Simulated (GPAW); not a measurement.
# W2NS2 MXene monolayer: simulated STM images

What would a tunnelling microscope show on W2NS2 MXene monolayer?

Main program and level: GPAW 26.7.0; GPAW, PAW setups; layer in a repeated cell with vacuum, relaxation of atoms and in-plane cell, in the first sound run; inputs show where later runs differ.

This is a report of a sequence of runs, with most program output left out.

**1. Set-up**

The cell holds 5 atoms: 2 S, 2 W and 1 N. Cell: a = 3.054 Å, b = 3.054 Å, c = 21.977 Å, α = 90.0°, β = 90.0°, γ = 120.0°. Vacuum lies along c.

**2. Relaxing the atoms**

Forces are removed first; all later runs use this geometry.

run.py

```python
import json
import numpy as np
from ase import Atoms
from ase.filters import FrechetCellFilter
from ase.optimize import BFGS
from gpaw import GPAW, PW

slab = Atoms(
    ['S', 'W', 'N', 'W', 'S'],
    positions=[
        [-0.00000, 1.76317, 8.00000],
        [1.52695, 0.88159, 9.78361],
        [0.00000, 0.00000, 10.98860],
        [-0.00000, 1.76317, 12.19360],
        [1.52695, 0.88159, 13.97721]],
    cell=[[3.05391, 0.0, 0.0], [-1.52695, 2.64476, 0.0], [0.0, 0.0, 21.9772]],
    pbc=[True, True, True])

slab.calc = GPAW(mode=PW(600), xc='PBE', kpts={'size': (12, 12, 1), 'gamma': True},
                 occupations={'name': 'fermi-dirac', 'width': 0.05}, nbands='160%',
                 convergence={'density': 1e-05}, maxiter=200,
                 symmetry={'tolerance': 1e-3}, txt='slab.txt')
result = {}
# The in-plane cell is free; stress needs a cell that repeats along all three vectors
path = []
opt = BFGS(FrechetCellFilter(slab, mask=[1, 1, 0, 0, 0, 1]), maxstep=0.2)
opt.attach(lambda: path.append((slab.get_potential_energy(), slab.positions.tolist(), slab.get_forces().tolist())))
result['relaxed'] = bool(opt.run(fmax=0.02, steps=45))
result['path'] = path
result['cell'] = slab.cell.tolist()
print('in-plane lattice', slab.cell.cellpar().round(4)[[0, 1, 5]])
energy = slab.get_potential_energy()
fermi = slab.calc.get_fermi_level()
v = slab.calc.get_electrostatic_potential().mean((0, 1)) - fermi
n = slab.calc.get_pseudo_density().mean((0, 1))
L = slab.cell[2, 2]
z = np.arange(len(v)) * L / len(v)
low, high = slab.positions[:, 2].min(), slab.positions[:, 2].max()
below, above = np.interp([low - 5.8, high + 5.8], z, v)
slopes = [np.interp(x, z, np.gradient(v, z)) for x in (low - 5.8, high + 5.8)]
eps = np.array([[slab.calc.get_eigenvalues(k, s) for k in range(len(slab.calc.get_ibz_k_points()))]
                for s in range(slab.calc.get_number_of_spins())]) - fermi
top, bottom = eps[eps < 0].max(), eps[eps > 0].min()
dipole = slab.get_dipole_moment()[2]
print(f'energy {energy:.4f} eV, Fermi level {fermi:.4f} eV, dipole {dipole:.5f} e A')
print(f'potential 5.8 A off the faces, from the Fermi level: lower {below:.4f} eV, upper {above:.4f} eV')
print(f'slope of the potential there: lower {slopes[0]:.5f}, upper {slopes[1]:.5f} eV/A')
print(f'nearest levels on the mesh: {top:.4f} and {bottom:.4f} eV')
print('magnetic moment', round(slab.get_magnetic_moment(), 3))
result.update(energy=energy, fermi=fermi, dipole=dipole, below=below, above=above, slopes=slopes, edges=[top, bottom],
              z=z.tolist(), v=v.tolist(), n=n.tolist(), positions=slab.positions.tolist(),
              forces=slab.get_forces(apply_constraint=False).tolist(), moments=slab.get_magnetic_moments().tolist())
json.dump(result, open('result.json', 'w'))
```

Run with:

```console
$ OMP_NUM_THREADS=1 OPENBLAS_NUM_THREADS=1 python run.py
```

Elapsed: 17 min, on 1 thread of Arm Neoverse V1, shared host; peak memory 0.48 GiB.

This step gave:

```
dipole along the normal                    : 2.17e-4 e·Å
levels nearest the Fermi level on the mesh : -4.59e-4, 0.01413 eV from the Fermi level
```

The electrostatic potential energy of an electron (without an applied field's), less the Fermi level, planar mean by z:

z (Å), electrostatic potential energy of an electron (without an applied field's), less the Fermi level, planar mean (eV) and a bar from the least value:
```
      0.0        5.0 ##############################
      0.5        5.0 ##############################
      1.0        5.0 ##############################
      1.5        5.0 ##############################
      2.0        5.0 ##############################
      2.5        5.0 ##############################
      3.0        5.0 ##############################
      3.5        5.0 ##############################
      4.0        5.0 ##############################
      4.5        5.0 ##############################
      5.0        5.0 ##############################
      5.5        5.0 ##############################
      6.0        4.8 ##############################
      6.5        4.3 #############################
      7.0        1.7 ###########################
      7.5       -9.3 #################
      8.0      -21.3 ######
      8.5       -7.3 ###################
      9.0      -12.7 ##############
      9.5      -27.3 
     10.0      -17.3 #########
     10.5       -6.6 ###################
     11.0      -13.5 #############
     11.5       -6.6 ###################
     12.0      -18.1 #########
     12.5      -27.0 
     13.0      -12.0 ##############
     13.5       -7.6 ##################
     14.0      -21.5 #####
     14.5       -8.4 ##################
     15.0        1.9 ###########################
     15.5        4.3 #############################
     16.0        4.9 ##############################
     16.5        5.0 ##############################
     17.0        5.0 ##############################
     17.5        5.0 ##############################
     18.0        5.0 ##############################
     18.5        5.0 ##############################
     19.0        5.0 ##############################
     19.5        5.0 ##############################
     20.0        5.0 ##############################
     20.5        5.0 ##############################
     21.0        5.0 ##############################
     21.5        5.0 ##############################
```

The pseudo valence density, planar mean oscillates, so the rows of the table below give means over windows of 1 Å about each position, cut where the curve ends. Its maxima inside the range that stand out by 2 % of the span (Å: e/Å³): 8.3: 0.564, 9.5: 1.64, 11.1: 0.736, 12.5: 1.64, 13.7: 0.564. Its minima: 8.6: 0.524, 10.4: 0.525, 11.6: 0.525, 13.4: 0.524.

Pseudo valence density, planar mean against z; means over each step:

z (Å), pseudo valence density, planar mean (e/Å³) and a bar:
```
        4       0.00 
        5       0.00 
        6       0.01 
        7       0.20 ######
        8       0.49 ##############
        9       0.85 #########################
       10       1.00 #############################
       11       0.67 ###################
       12       1.02 ##############################
       13       0.83 ########################
       14       0.49 ##############
       15       0.19 ######
       16       0.01 
       17       0.00 
       18       0.00
```

The relaxation lowered the energy of the cell by 0.632 eV (energies extrapolated to zero smearing; the optimiser's log prints free energies). The largest force left on a free atom is 0.0078 eV/Å.

**3. Plane waves, PBE**

With the geometry fixed, the planar mean of the potential gives the vacuum level on each side.

This step: GPAW, PAW setups; slab in vacuum (GPAW 26.7.0).

The cell differs from the one that the last finished run ended in (c 21.977 → 22.162 Å).

run.py

```python
import json
import numpy as np
from ase import Atoms
from ase.dft.stm import STM
from gpaw import GPAW, PW

slab = Atoms(
    ['S', 'W', 'N', 'W', 'S'],
    positions=[
        [0.00000, 1.73392, 8.00000],
        [1.50162, 0.86696, 9.66084],
        [-0.00000, -0.00000, 11.08102],
        [0.00000, 1.73392, 12.50122],
        [1.50162, 0.86696, 14.16206]],
    cell=[[3.00324, 0.0, 0.0], [-1.50162, 2.60088, 0.0], [0.0, 0.0, 22.1621]],
    pbc=[True, True, False])

slab.calc = GPAW(mode=PW(500), xc='PBE', kpts={'size': (12, 12, 1), 'gamma': True},
                 occupations={'name': 'fermi-dirac', 'width': 0.05}, nbands='160%',
                 convergence={'density': 1e-05}, maxiter=200,
                 poissonsolver={'dipolelayer': 'xy'},
                 symmetry={'tolerance': 1e-3}, txt='slab.txt')
result = {}
energy = slab.get_potential_energy()
fermi = slab.calc.get_fermi_level()
v = slab.calc.get_electrostatic_potential().mean((0, 1)) - fermi
n = slab.calc.get_pseudo_density().mean((0, 1))
L = slab.cell[2, 2]
z = np.arange(len(v)) * L / len(v)
low, high = slab.positions[:, 2].min(), slab.positions[:, 2].max()
below, above = np.interp([low - 5.8, high + 5.8], z, v)
slopes = [np.interp(x, z, np.gradient(v, z)) for x in (low - 5.8, high + 5.8)]
eps = np.array([[slab.calc.get_eigenvalues(k, s) for k in range(len(slab.calc.get_ibz_k_points()))]
                for s in range(slab.calc.get_number_of_spins())]) - fermi
top, bottom = eps[eps < 0].max(), eps[eps > 0].min()
dipole = slab.get_dipole_moment()[2]
print(f'energy {energy:.4f} eV, Fermi level {fermi:.4f} eV, dipole {dipole:.5f} e A')
print(f'potential 5.8 A off the faces, from the Fermi level: lower {below:.4f} eV, upper {above:.4f} eV')
print(f'slope of the potential there: lower {slopes[0]:.5f}, upper {slopes[1]:.5f} eV/A')
print(f'nearest levels on the mesh: {top:.4f} and {bottom:.4f} eV')
print('magnetic moment', round(slab.get_magnetic_moment(), 3))
result.update(energy=energy, fermi=fermi, dipole=dipole, below=below, above=above, slopes=slopes, edges=[top, bottom],
              z=z.tolist(), v=v.tolist(), n=n.tolist(), positions=slab.positions.tolist(),
              forces=slab.get_forces(apply_constraint=False).tolist(), moments=slab.get_magnetic_moments().tolist())

# Images need the states of the whole zone, up to time reversal
slab.calc = slab.calc.fixed_density(symmetry={'point_group': False}, txt='states.txt', nbands='280%',
                                    convergence={'bands': 'CBM+2.3'})
stm = STM(slab)
result['stm'] = []
for bias in [-1.5, 2.0]:
    height = high + 3.0
    current = stm.get_averaged_current(bias, height)
    x, y, h = stm.scan(bias, current)
    i, f = divmod(height / L * stm.ldos.shape[2], 1)
    I = abs((1 - f) * stm.ldos[:, :, int(i)] + f * stm.ldos[:, :, int(i) + 1])
    print(f'bias {bias} V: mean current at 3.0 A {current:.4e}, corrugation {np.ptp(h):.4f} A')
    result['stm'].append(dict(bias=bias, current=current, h=(h - high).tolist(), I=I.tolist()))
json.dump(result, open('result.json', 'w'))
```

It took 4.9 min on 1 thread; peak memory 0.71 GiB.

This step gave:

```yaml
dipole_along_the_normal: -6.46e-4 e·Å
levels_nearest_the_fermi_level_on_the_mesh: -0.04861, 9.79e-4 eV from the Fermi level
upper_work_function: 4.998 eV
lower_work_function: 4.982 eV
corrugation_minus_1p5: 0.1631 Å
corrugation_2: 0.01725 Å
```

Table of electrostatic potential energy of an electron (without an applied field's), less the Fermi level, planar mean by z:

z (Å), electrostatic potential energy of an electron (without an applied field's), less the Fermi level, planar mean (eV) and a bar from the least value:
```
      0.0        5.0 ##############################
      0.5        5.0 ##############################
      1.0        5.0 ##############################
      1.5        5.0 ##############################
      2.0        5.0 ##############################
      2.5        5.0 ##############################
      3.0        5.0 ##############################
      3.5        5.0 ##############################
      4.0        5.0 ##############################
      4.5        5.0 ##############################
      5.0        5.0 ##############################
      5.5        5.0 ##############################
      6.0        4.9 ##############################
      6.5        4.5 ##############################
      7.0        2.5 ############################
      7.5       -6.2 ####################
      8.0      -21.9 #####
      8.5       -8.8 #################
      9.0      -10.2 ################
      9.5      -25.8 ##
     10.0      -20.5 ######
     10.5       -7.1 ###################
     11.0      -12.9 ##############
     11.5       -6.8 ###################
     12.0      -14.9 ############
     12.5      -27.6 
     13.0      -14.9 ############
     13.5       -6.7 ###################
     14.0      -19.3 ########
     14.5      -11.9 ##############
     15.0        0.9 ##########################
     15.5        4.1 #############################
     16.0        4.8 ##############################
     16.5        5.0 ##############################
     17.0        5.0 ##############################
     17.5        5.0 ##############################
     18.0        5.0 ##############################
     18.5        5.0 ##############################
     19.0        5.0 ##############################
     19.5        5.0 ##############################
     20.0        5.0 ##############################
     20.5        5.0 ##############################
     21.0        5.0 ##############################
     21.5        5.0 ##############################
     22.0        5.0 ##############################
```

The pseudo valence density, planar mean oscillates, so the rows of the table below give means over windows of 1 Å about each position, cut where the curve ends. Its maxima inside the range that stand out by 2 % of the span (Å: e/Å³): 9.6: 1.66, 11.1: 0.739, 12.6: 1.66. Its minima: 10.5: 0.532, 11.6: 0.532.

Pseudo valence density, planar mean against z; means over each step:

| z (Å) | pseudo valence density, planar mean (e/Å³) |
| --- | --- |
| 4 | 2.2e-5 |
| 5 | 4.1e-4 |
| 6 | 0.00894 |
| 7 | 0.165 |
| 8 | 0.478 |
| 9 | 0.764 |
| 10 | 1.09 |
| 11 | 0.663 |
| 12 | 0.930 |
| 13 | 0.925 |
| 14 | 0.498 |
| 15 | 0.227 |
| 16 | 0.0147 |
| 17 | 6.7e-4 |
| 18 | 3.5e-5 |

Tip height over the top atom over a1 and a2. Sample bias -1.5 V, constant current at the mean current 3.0 Å over the top atom.

Ten even steps from '_' (2.92 Å) to '@' (3.08 Å):
```
--------------------------------
--------::::::::::::::----------
==----::............::----======
==--::....______....::--========
==--::..________..::--==++++++++
==--::..______..::--==++******++
++--::..____..::--++**########**
++--::......::--++**##%%%%%%##**
++--::....::--++**%%@@@@@@@@%%**
==--::::::--==**##@@@@@@@@@@##**
==--------==++##%%@@@@@@@@%%##++
==------==++**##%%@@@@@@%%##**++
==----====++**##%%@@@@%%##**++==
------====++**####%%####**++====
------====++++********++++====--
------========++++++========----
```
Columns: a1 from 0 to 0.938; rows upwards: a2 from 0 to 0.938.

[end of part 1 of 2]

[Logs are printed without paths, hosts, clocks, repeated set-up lines and the standing remarks that a program may print on its own settings, such as how far it seeks lower states.]

[Hosts, paths, dates, database ids (printed as entryN), source tags and the programs' standing remarks are cut or masked in the printed files.]
